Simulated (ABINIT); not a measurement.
# CaHClO (P6_3mc): G0W0 with ABINIT, start to end, part 2 of 2

Aim: the G0W0 gap of CaHClO (P6_3mc) on LDA, step by step.

ABINIT 10.8.3; LDA and many-body steps on it, plane waves. Known limits of the many-body steps: not at the basis limit; coarse k mesh.

So far. Step 2 (Ground state): The gap is direct, at Γ. Step 3 (Empty states on the mesh, 3×3×1 mesh, 194 bands): On this mesh the gap is 5.066 eV.

### 4. Screening, 3×3×1 mesh, 178 bands, screening to 130.6 eV

The RPA dielectric matrix is built and inverted for each q.

This step: RPA screening on LDA, plane waves, norm-conserving pseudopotentials.

The input, run.abi:

```
acell 3*1.0 Angstrom
rprim 
  3.869837503795 0.000000000001 0.000000000000
  -1.934918751899 3.351377586804 0.000000000000
  0.000000000000 0.000000000000 9.809829070000
ntypat 4
znucl 20 1 17 8
natom 8
typat 1 1 2 2 3 3 4 4
xred 
  0.333333333333 0.666666666667 0.000072350000
  0.666666666667 0.333333333333 0.500072350000
  0.000000000000 0.000000000000 0.166937970000
  0.000000000000 0.000000000000 0.666937970000
  0.333333333333 0.666666666667 0.316666000000
  0.666666666667 0.333333333333 0.816666000000
  0.000000000000 0.000000000000 0.068122680000
  0.000000000000 0.000000000000 0.568122680000
pp_dirpath "pseudos"
pseudos "Ca.upf, H.upf, Cl.upf, O.upf"
ecut 36
ngkpt 3 3 1
nshiftk 1
shiftk 0 0 0
kptopt 1
chksymbreak 0
istwfk *1
occopt 1
irdwfk 1
optdriver 3
nband 178
ecuteps 4.8
inclvkb 2
awtr 1
symchi 1
indata_prefix "in"
outdata_prefix "out"
tmpdata_prefix "tmp"
```

Command:

```bash
$ OMP_NUM_THREADS=1 mpirun -n 8 abinit run.abi > log
```

Numbers of over 12 decimals in the logs are rounded to 6 here.

What it wrote:

```text
.Version 10.8.3 of ABINIT. v10.8.2 released Aug 2026.

 Symmetries : space group P6_3 m c (#186); Bravais hP (primitive hexag.)
[... echo of the input left out ...]
== DATASET  1 ==================================================================
-   mpi_nproc: 8, omp_nthreads: 1 (-1 if OMP is not activated)

--- !DatasetInfo
iteration_state: {dtset: 1, }
dimensions: {natom: 8, nkpt: 3, mband: 178, nsppol: 1, nspinor: 1, nspden: 1, mpw: 8886, }
cutoff_energies: {ecut:  36.0, pawecutdg:  -1.0, }
electrons: {nelect:   4.80000000E+01, charge:   0.00000000E+00, occopt:   1.00000000E+00, tsmear:   1.00000000E-02, }

 SCREENING: Calculation of the susceptibility and dielectric matrices

 Based on a program developped by R.W. Godby, V. Olevano, G. Onida, and L. Reining.
 Incorporated in ABINIT by V. Olevano, G.-M. Rignanese, and M. Torrent.
.Using double precision arithmetic ; gwpc =  8

[... cell and pseudopotentials left out ...]
--------------------------------------------------------------------------------

 ==== K-mesh for the wavefunctions ====
 Number of points in the irreducible wedge :     3
[... list of points left out ...]
 Together with 12 symmetry operations and time-reversal symmetry
 yields     9 points in the full Brillouin Zone.

 ==== Q-mesh for the screening function ====
 Number of points in the irreducible wedge :     3
[... list of points left out ...]
 Together with 12 symmetry operations and time-reversal symmetry
 yields     9 points in the full Brillouin Zone.

 setmesh: FFT mesh size selected  =    24x   24x   72
          total number of points  =        41472

 vcoul_init : cutoff-mode = AUXILIARY_FUNCTION
 q-points for optical limit:   1
     1)      0.000010    0.000020    0.000030

- screening: taking advantage of time-reversal symmetry
- Maximum band index for partially occupied states nbvw = 24
- Remaining bands to be divided among processors   nbcw = 154
- Number of bands treated by each node ~19

 Number of electrons calculated from density =   48.0000; Expected =   48.0000
 average of density, n =  0.055907
 r_s =    1.6224
 omega_plasma =   22.8081 [eV]

 calculating chi0 at frequencies [eV] :
  1    0.000000E+00    0.000000E+00
  2    0.000000E+00    2.280810E+01

--------------------------------------------------------------------------------
  q-point number  1        q = ( 0.000000, 0.000000, 0.000000) [r.l.u.]
--------------------------------------------------------------------------------
[... chi0 elements left out ...]
 For q-point:  0.000010 0.000020 0.000030
  dielectric constant =   2.9785
  dielectric constant without local fields =   3.3942

  Average fulfillment of the sum rule on Im[epsilon] for q-point    1 :     67.31  [%]
[... wings left out ...]
  q-point number  2        q = ( 0.333333, 0.000000, 0.000000) [r.l.u.]
--------------------------------------------------------------------------------
[... chi0 elements left out ...]
  Average fulfillment of the sum rule on Im[epsilon] for q-point    2 :     67.43  [%]

 [... 1 further q-points ...]
```

The job ended after 33 s (8 MPI ranks of Arm Neoverse V2, shared host; peak memory 2 GiB; 4.2 min of CPU time).

Numbers from this step:

| Property | Result |
| --- | --- |
| ε∞ with local fields, on this mesh, along the program's q direction | 2.978 |
| the same without local fields | 3.394 |
| plasma frequency | 22.81 eV |
| plane waves in the screening matrix | 439 |

Local fields lower ε∞ by 12 %. On a Γ-centred mesh this coarse the value itself is usually too large, while a short band sum pulls it down.

### 5. Self-energy, 3×3×1 mesh, 178 bands, screening to 130.6 eV

The self-energy is evaluated for the states that the input lists, and the levels follow from it, in one-shot runs by the linearised quasiparticle equation.

This step: G0W0 on LDA, plane waves, norm-conserving pseudopotentials.

run.abi: that of step 4 with these lines changed.

```diff
@@ -29,8 +29,15 @@
 irdwfk 1
-optdriver 3
+optdriver 4
 nband 178
+gwcalctyp 0
+ecutsigx 36
+symsigma 1
+nkptgw 1
+kptgw 
+  0.0000000000 0.0000000000 0.0000000000
+bdgw 
+  23 26
 ecuteps 4.8
-inclvkb 2
-awtr 1
-symchi 1
+irdscr 1
+ppmodel 1
 indata_prefix "in"
```

What it wrote:

```text
.Version 10.8.3 of ABINIT. v10.8.2 released Aug 2026.

 Symmetries : space group P6_3 m c (#186); Bravais hP (primitive hexag.)
[... echo of the input left out ...]
== DATASET  1 ==================================================================
-   mpi_nproc: 8, omp_nthreads: 1 (-1 if OMP is not activated)

--- !DatasetInfo
iteration_state: {dtset: 1, }
dimensions: {natom: 8, nkpt: 3, mband: 178, nsppol: 1, nspinor: 1, nspden: 1, mpw: 8886, }
cutoff_energies: {ecut:  36.0, pawecutdg:  -1.0, }
electrons: {nelect:   4.80000000E+01, charge:   0.00000000E+00, occopt:   1.00000000E+00, tsmear:   1.00000000E-02, }

 SIGMA: Calculation of the GW corrections

 Based on a program developped by R.W. Godby, V. Olevano, G. Onida, and L. Reining.
 Incorporated in ABINIT by V. Olevano, G.-M. Rignanese, and M. Torrent.
.Using double precision arithmetic ; gwpc =  8

[... cell and pseudopotentials left out ...]
--------------------------------------------------------------------------------

 ==== K-mesh for the wavefunctions ====
 Number of points in the irreducible wedge :     3
[... list of points left out ...]
 Together with 12 symmetry operations and time-reversal symmetry
 yields     9 points in the full Brillouin Zone.

 ==== Q-mesh for screening function ====
 Number of points in the irreducible wedge :     3
[... list of points left out ...]
 Together with 12 symmetry operations and time-reversal symmetry
 yields     9 points in the full Brillouin Zone.

 vcoul_init : cutoff-mode = AUXILIARY_FUNCTION
 q-points for optical limit:   1
     1)      0.000010    0.000020    0.000030
 setmesh: FFT mesh size selected  =    36x   36x  108
          total number of points  =       139968

 Number of electrons calculated from density =   48.0000; Expected =   48.0000
 average of density, n =  0.055907
 r_s =    1.6224
 omega_plasma =   22.8081 [eV]

 === KS Band Gaps ===
  >>>> For spin  1
   Minimum direct gap =   5.0657 [eV], located at k-point      :   0.0000  0.0000  0.0000
   Fundamental gap    =   5.0657 [eV], Top of valence bands at :   0.0000  0.0000  0.0000
                                       Bottom of conduction at :   0.0000  0.0000  0.0000
 SIGMA fundamental parameters:
 PLASMON POLE MODEL  1
 number of plane-waves for SigmaX                 8847
 number of plane-waves for SigmaC and W            439
 number of plane-waves for wavefunctions          8847
 number of bands                                   178
 number of independent spin polarizations            1
 number of spinorial components                      1
 number of k-points in IBZ                           3
 number of q-points in IBZ                           3
 number of symmetry operations                      12
 number of k-points in BZ                            9
 number of q-points in BZ                            9
 number of frequencies for dSigma/dE                 9
 frequency step for dSigma/dE [eV]                0.25
 number of omega for Sigma on real axis              0
 max omega for Sigma on real axis  [eV]           0.00
 zcut for avoiding poles [eV]                     0.10

 EPSILON^-1 parameters (SCR file):
 dimension of the eps^-1 matrix on file            439
 dimension of the eps^-1 matrix used               439
 number of plane-waves for wavefunctions          8847
 number of bands                                   178
 number of q-points in IBZ                           3
 number of frequencies                               2
 number of real frequencies                          1
 number of imag frequencies                          1

 matrix elements of self-energy operator (all in [eV])

 Perturbative Calculation

--- !SelfEnergy_ee
iteration_state: {dtset: 1, }
kpoint     : [   0.000,    0.000,    0.000, ]
spin       : 1
KS_gap     :    5.066
QP_gap     :    7.731
Delta_QP_KS:    2.665
data: !SigmaeeData |
     Band     E0 <VxcDFT>   SigX SigC(E0)      Z dSigC/dE  Sig(E)    E-E0       E
       23   0.926 -15.754 -20.576   3.003   0.803  -0.246 -17.213  -1.460  -0.533
       24   0.926 -15.754 -20.576   3.003   0.803  -0.246 -17.213  -1.460  -0.533
       25   5.992  -9.638  -4.827  -3.395   0.851  -0.175  -8.432   1.206   7.197
       26   6.916 -10.917  -5.271  -3.523   0.846  -0.182  -9.121   1.796   8.713

== END DATASET(S) ==============================================================
================================================================================

 -outvars: echo values of variables after computation  --------
           etotal      0.0000000000E+00
            nband         178
             nkpt           3
          spgroup         186
 [... the other variables as echoed above ...]

 Calculation completed.
```

Run time: 6.8 s. Hardware: 8 MPI ranks; peak memory 1.5 GiB.

This step gave:

* G0W0 gap on the points computed: 7.73 eV
* starting gap on the mesh: 5.066 eV
* k of the valence top: 0, 0, 0
* k of the conduction bottom: 0, 0, 0
* Z at the valence top: 0.803
* Z at the conduction bottom: 0.851
* least direct G0W0 gap on the computed points: 7.73 eV

The gap on the mesh goes from 5.07 eV to 7.73 eV, a correction of +2.66 eV.

Limits: finite bands, cutoff and mesh; coarse k mesh. v1 is the top filled band, c1 the lowest empty one. The levels before and after the correction (eV, zero at the valence-band top of each column):

```
           conduction bottom  valence top
Kohn-Sham               5.07         0.00
     G0W0               7.73         0.00
```

```
             level  energy (eV)
Kohn-Sham  Γ v2-v1        0.000
Kohn-Sham     Γ c1        5.066
Kohn-Sham     Γ c2        5.990
     G0W0  Γ v2-v1        0.000
     G0W0     Γ c1        7.730
     G0W0     Γ c2        9.246
```

### 6. Where the time went

Times are wall times on the hardware named with each run, good to a factor of about two.

```
                    step   time  share  memory (GiB)
            ground state   55 s   31 %          0.84
empty states on the mesh   82 s   47 %          0.39
               screening   33 s   19 %           2.0
             self-energy  6.8 s    4 %           1.5
```

### 7. Summary of results

| Property | Result |
| --- | --- |
| LDA gap | 5.07 eV, direct |
| G0W0 gap on the mesh | 7.73 eV |
| GW settings | 3×3×1 mesh, 178 bands, screening to 130.6 eV, Godby-Needs plasmon pole |
| known limits | not at the basis limit; coarse k mesh |

**Reading.** G0W0 moves the gap on the mesh from 5.07 eV to 7.73 eV (+2.66 eV), with Z of 0.80 and 0.85 at the edges. Local fields lower the RPA ε∞ on this mesh from 3.39 to 2.98; a Γ-centred mesh this coarse tends to raise both, most where the direct gap is narrow, while a short band sum lowers them. Only 1 of the mesh's irreducible points was corrected, so a valley elsewhere could overtake. The dearest step here is «empty states on the mesh». Bands and cutoff are finite, so the gap is not at the basis limit. The miss can reach some tenths of an eV and take either sign; the mesh is an error of its own. In the G0W0 run levels were corrected at 1 k point alone, so a gap called «on the mesh» is the least over those, and an edge elsewhere would be missed. The 3×3×1 mesh is coarse for this cell, which bears on the long-range parts of exchange and screening.

[Paths, hosts, dates, memory and timing lines, banners, echoed tables and standing remarks are left out of the program output.]

[Logs are printed without paths, hosts, clocks, repeated set-up lines and the standing remarks that a program may print on its own settings, such as how far it seeks lower states.]

[Runs of the session that timed out or met a known fault of the program may be left out.]

[Hosts, paths, dates, database ids (printed as entryN), source tags and the programs' standing remarks are cut or masked in the printed files.]

[G0W0 gaps are taken among the corrected bands and points alone; a level outside them can change the order at an edge.]

[Where Ansatz stands beside ABINIT at settings called matched, ABINIT's density can come from a denser mesh and the files from another edition; pairs whose starting gaps differed by over 0.03 eV were left out, so agreement reads better than it is.]
